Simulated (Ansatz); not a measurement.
**Whose spectrum is this?**

Method: Ansatz, r2SCAN, independent particles, without spin-orbit coupling, line width 0.15 eV (Gaussian); metals get a typed carrier damping. The response is along the first axis of the cell.

| E (eV) | Im ε |
| --- | --- |
| 0.50 | 66.81 |
| 1.00 | 11.45 |
| 1.50 | 4.59 |
| 2.00 | 4.54 |
| 2.50 | 6.29 |
| 3.00 | 12.14 |
| 3.50 | 12.22 |
| 4.00 | 8.67 |
| 4.50 | 11.23 |
| 5.00 | 8.70 |
| 5.50 | 13.30 |
| 6.00 | 18.14 |
| 6.50 | 16.50 |
| 7.00 | 10.41 |
| 7.50 | 8.20 |
| 8.00 | 6.86 |
| 8.50 | 5.59 |
| 9.00 | 4.46 |
| 9.50 | 3.52 |
| 10.00 | 2.85 |

**Question.** All candidates were run at this level. Which one is shown?
A. Si2Mo (I4/mmm)
B. GaCo (Pm-3m)
C. CoSi2 (Fm-3m)
D. Si2Ni (Fm-3m)

**Answer.** C. CoSi2 (Fm-3m): a metal, with a Drude term, main peak of the conductivity above 1 eV at 5.81 eV. The others: Si2Mo (I4/mmm), a metal, with a Drude term, main peak of the conductivity above 1 eV at 6.14 eV; GaCo (Pm-3m), a metal, with a Drude term, main peak of the conductivity above 1 eV at 6.07 eV; Si2Ni (Fm-3m), a metal, with a Drude term, main peak of the conductivity above 1 eV at 3.04 eV.
